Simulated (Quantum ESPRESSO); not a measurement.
# FePt (Tetraferroplatinum): spin spirals in supercells, part 2 of 2

Wanted: E(q) of FePt (Tetraferroplatinum) at simple fractions of a reciprocal vector.

Quantum ESPRESSO 7.5; PBE; plane waves with Ansatz NC SR PBE potentials, no spin-orbit coupling, flat spiral in a supercell.

So far, absolute magnetization (μB): step 2 (parallel moments, one cell) 3.44.

## Step 5: One turn in 4 cells along the input cell's a

Neighbouring cells are turned by 90° in the xy plane; the cell holds 8 atoms.

pw.in reads:

```
&CONTROL
  calculation = 'scf'
  prefix = 'pwscf'
  outdir = './tmp'
  pseudo_dir = './pseudo'
  disk_io = 'nowf'
/
&SYSTEM
  ibrav = 0
  celldm(1) = 8
  nat = 8
  ntyp = 8
  ecutwfc = 76
  nbnd = 166
  occupations = 'smearing'
  smearing = 'fd'
  degauss = 0.00999582
  noncolin = .true.
  starting_magnetization(1) = 0.175
  angle1(1) = 90
  angle2(1) = 0
  starting_magnetization(2) = 0.175
  angle1(2) = 90
  angle2(2) = 90
  starting_magnetization(3) = 0.175
  angle1(3) = 90
  angle2(3) = 180
  starting_magnetization(4) = 0.175
  angle1(4) = 90
  angle2(4) = -90
  starting_magnetization(5) = 0
  starting_magnetization(6) = 0
  starting_magnetization(7) = 0
  starting_magnetization(8) = 0
/
&ELECTRONS
  conv_thr = 8d-08
  electron_maxstep = 150
  mixing_beta = 0.3
/
ATOMIC_SPECIES
Fe1    55.8450 Fe.upf
Fe2    55.8450 Fe.upf
Fe3    55.8450 Fe.upf
Fe4    55.8450 Fe.upf
Pt1   195.0840 Pt.upf
Pt2   195.0840 Pt.upf
Pt3   195.0840 Pt.upf
Pt4   195.0840 Pt.upf
CELL_PARAMETERS alat
   2.5733345502091    0.0000000000000    0.0000000000000
   0.0000000000000    0.6433336375523    0.0000000000000
   0.0000000000000    0.0000000000000    0.8787226479510
ATOMIC_POSITIONS crystal
Fe1     0.0000000000    0.0000000000    0.0000000000
Fe2     0.2500000000    0.0000000000    0.0000000000
Fe3     0.5000000000    0.0000000000    0.0000000000
Fe4     0.7500000000    0.0000000000    0.0000000000
Pt1     0.1250000000    0.5000000000    0.5000000000
Pt2     0.3750000000    0.5000000000    0.5000000000
Pt3     0.6250000000    0.5000000000    0.5000000000
Pt4     0.8750000000    0.5000000000    0.5000000000
K_POINTS automatic
3 6 6 0 0 0
```

On the command line:

```
$ OMP_NUM_THREADS=1 mpirun -n 4 pw.x -nk 4 -in pw.in > pw.out
```

What it wrote:

```text
     [... lines left out ...]
Program PWSCF v.7.5 starts
     [... lines left out ...]
     number of atoms/cell      =            8
     [... lines left out ...]
     number of electrons       =       136.00
     number of Kohn-Sham states=          166
     kinetic-energy cutoff     =      76.0000  Ry
     charge density cutoff     =     304.0000  Ry
     scf convergence threshold =      8.0E-08
     [... lines left out ...]
     Noncollinear calculation without spin-orbit
     [... lines left out ...]
      2 Sym. Ops. (no inversion) found
     [... lines left out ...]
     number of k points=    60  Fermi-Dirac smearing, width (Ry)=  0.0100
     [... lines left out ...]
     iteration # 26     ecut=    76.00 Ry     beta= 0.30
     [... lines left out ...]
     atom number    1 relative position :    0.0000   0.0000   0.0000
     [... lines left out ...]
     magnetization :          2.899304   -0.000016    0.000000
     [... lines left out ...]
     atom number    2 relative position :    0.6433   0.0000   0.0000
[...]
magnetization :         -0.000097    2.899383   -0.000000
[...]
atom number    3 relative position :    1.2867   0.0000   0.0000
[...]
magnetization :         -2.899457    0.000033   -0.000000
[...]
atom number    4 relative position :    1.9300   0.0000   0.0000
[...]
magnetization :         -0.000178   -2.899375   -0.000000
     [... lines left out ...]
     atom number    5 relative position :    0.3217   0.3217   0.4394
     [... lines left out ...]
     magnetization :          0.141342    0.141426   -0.000000
     [... lines left out ...]
     atom number    6 relative position :    0.9650   0.3217   0.4394
     [... lines left out ...]
     magnetization :         -0.141407    0.141390   -0.000000
     [... lines left out ...]
     atom number    7 relative position :    1.6083   0.3217   0.4394
     [... lines left out ...]
     magnetization :         -0.141369   -0.141420    0.000000
     [... lines left out ...]
     atom number    8 relative position :    2.2517   0.3217   0.4394
     [... lines left out ...]
     magnetization :          0.141411   -0.141365   -0.000000
     [... lines left out ...]
     the Fermi energy is    20.8174 ev
!    total energy              =   -2084.34033496 Ry
     estimated scf accuracy    <       0.00000004 Ry
     smearing contrib. (-TS)   =      -0.03146805 Ry
     [... lines left out ...]
     total magnetization       =    -0.00     0.00     0.00 Bohr mag/cell
     absolute magnetization    =    12.90 Bohr mag/cell
     convergence has been achieved in  26 iterations
```

Wall time 46 min (4 MPI ranks of Arm Neoverse V1, shared host); peak memory 4 GiB.

Numbers from this step:

| Quantity | Value |
| --- | --- |
| smearing term TS | 0.4281 eV |
| magnetization | -0.001, 0, 0 μB |
| absolute magnetization | 12.90 μB |
| final state | non-collinear |
| largest moment | 2.899 μB |

## Step 6: What a mistake does

As a test, an input with a fault in it is run.

pw.in reads:

```
&CONTROL
  calculation = 'scf'
  prefix = 'pwscf'
  outdir = './tmp'
  pseudo_dir = './pseudo'
  disk_io = 'nowf'
/
&SYSTEM
  ibrav = 0
  nat = 2
  ntyp = 2
  ecutwfc = 76
  nbnd = 26
  occupations = 'smearing'
  smearing = 'fd'
  degauss = 0.00999582
  starting_magnetization(1) = 0.175
  starting_magnetization(2) = 0
/
&ELECTRONS
  conv_thr = 2d-08
  electron_maxstep = 60
  mixing_beta = 0.3
/
ATOMIC_SPECIES
Fe     55.8450 Fe.upf
Pt    195.0840 Pt.upf
CELL_PARAMETERS angstrom
   2.7235000000    0.0000000000    0.0000000000
   0.0000000000    2.7235000000    0.0000000000
   0.0000000000    0.0000000000    3.7200000000
ATOMIC_POSITIONS crystal
Fe      0.0000000000    0.0000000000    0.0000000000
Pt      0.5000000000    0.5000000000    0.5000000000
K_POINTS automatic
6 6 6 0 0 0
```

What it wrote:

```text
[banner, memory and clock lines left out]
Program PWSCF v.7.5 starts

     Message from routine setup:
     using ibrav=0 with symmetry is DISCOURAGED, use correct ibrav instead

     bravais-lattice index     =            0
     lattice parameter (alat)  =       5.1467  a.u.
     unit-cell volume          =     186.2063 (a.u.)^3
     number of atoms/cell      =            2
     number of atomic types    =            2
     number of electrons       =        34.00
     number of Kohn-Sham states=           26
     kinetic-energy cutoff     =      76.0000  Ry
     charge density cutoff     =     304.0000  Ry
     scf convergence threshold =      2.0E-08
     mixing beta               =       0.3000
     number of iterations used =            8  plain     mixing
     Exchange-correlation= PBE
                           (   1   4   3   4   0   0   0)

     [... lines left out ...]
     PseudoPot. # 1 for Fe read from file:
     Fe.upf
     Pseudo is Norm-conserving + core correction, Zval = 16.0
     Ansatz make-channels, of a published file: Generated using ONCVPSP code by D. R.

     PseudoPot. # 2 for Pt read from file:
     Pt.upf
     Pseudo is Norm-conserving + core correction, Zval = 18.0
     Ansatz make-channels, of a published file: Generated using ONCVPSP code by D. R.

     atomic species   valence    mass     pseudopotential
     Fe               16.00    55.84500     Fe( 1.00)
     Pt               18.00   195.08400     Pt( 1.00)

     16 Sym. Ops., with inversion, found

   Cartesian axes

     site n.     atom                  positions (alat units)
         1        Fe     tau(   1) = (   0.0000000   0.0000000   0.0000000  )
         2        Pt     tau(   2) = (   0.5000000   0.5000000   0.6829447  )

     number of k points=    40  Fermi-Dirac smearing, width (Ry)=  0.0100

     Dense  grid:    16639 G-vectors     FFT dimensions: (  30,  30,  40)

     Initial potential from superposition of free atoms

     starting charge      33.9995, renormalised to      34.0000
     Starting wfcs are   20 randomized atomic wfcs +    6 random wfcs

     Self-consistent Calculation

     iteration #  1     ecut=    76.00 Ry     beta= 0.30
     Davidson diagonalization with overlap
     ethr =  1.00E-02,  avg # of iterations =  4.0

     total energy              =    -519.38825240 Ry
     estimated scf accuracy    <       3.97642818 Ry

     [... further iterations left out ...]

     iteration # 13     ecut=    76.00 Ry     beta= 0.30
     Davidson diagonalization with overlap
     ethr =  1.48E-10,  avg # of iterations =  1.2

     End of self-consistent calculation

     [... lines left out ...]
     the Fermi energy is    20.5307 ev

!    total energy              =    -521.03811253 Ry
     estimated scf accuracy    <          2.5E-10 Ry
     smearing contrib. (-TS)   =      -0.02032957 Ry
     internal energy E=F+TS    =    -521.01778297 Ry

     The total energy is F=E-TS. E is the sum of the following terms:
     one-electron contribution =    -160.27013699 Ry
     hartree contribution      =     102.39802120 Ry
     xc contribution           =     -94.16965147 Ry
     ewald contribution        =    -368.97601571 Ry

     convergence has been achieved in  13 iterations
```

Run time: 8.9 s. Hardware: 4 MPI ranks; peak memory 0.24 GiB.

Convergence was reached, yet the input spoils the result.

The fault in the input: starting_magnetization without nspin.

## Step 7: E(q)

Spirals:

| q along the reciprocal vector | energy less that at q = 0 (meV a seeded atom) | largest site moment (μB) | typed angles kept | CPU time (s) |
| --- | --- | --- | --- | --- |
| 0 | 0 | 2.947 | yes | 497.1 |
| 0.25 | 16.99 | 2.899 | yes | 11131 |
| 0.3333 | 6.79 | 2.888 | yes | 5637 |
| 0.5 | 0.5931 | 2.887 | yes | 1380 |

The energy less that at q = 0, self-consistent by path:

| path (Å⁻¹) | energy less that at q = 0, self-consistent (meV a seeded atom) |
| --- | --- |
| 0.000 | 0 |
| 0.577 | 17.0 |
| 0.769 | 6.79 |
| 1.154 | 0.593 |

## Step 8: Summary of results

```
lowest point  : q = 0 along a*, 0 meV a seeded atom
highest point : q = 0.25, 17.0 meV a seeded atom
```

In words: No spiral that was tried lies under the parallel state. The moment changes by 2.0 % between the spirals. The cell of 4 repeats took 22 times the CPU time of the single cell, though its mesh is shorter in proportion. Here a and a* are vectors of the cell in the input, which need not be the conventional cell, and only this direction was probed. The mesh is coarse, so differences of some ten meV can be noise in a metal. This program evaluates a GGA otherwise when all starting moments share an axis than when they do not, so collinear and canted runs are not quite comparable. Energies are free energies at an electronic temperature of 1580 K, which lowers moments and differences where the moments are itinerant. The cutoff lies under the 90 Ry that these files are usually run at.

[Logs and program files are shortened in this print: banners, set-up blocks, solver, clock and traceback lines can be left out without a mark of their own.]

[Logs are printed without paths, hosts, clocks, repeated set-up lines and the standing remarks that a program may print on its own settings, such as how far it seeks lower states.]

[Hosts, paths, dates, database ids (printed as entryN), source tags and the programs' standing remarks are cut or masked in the printed files.]

[Where a cell is said to come from a database of computed structures, the database is the Materials Project.]
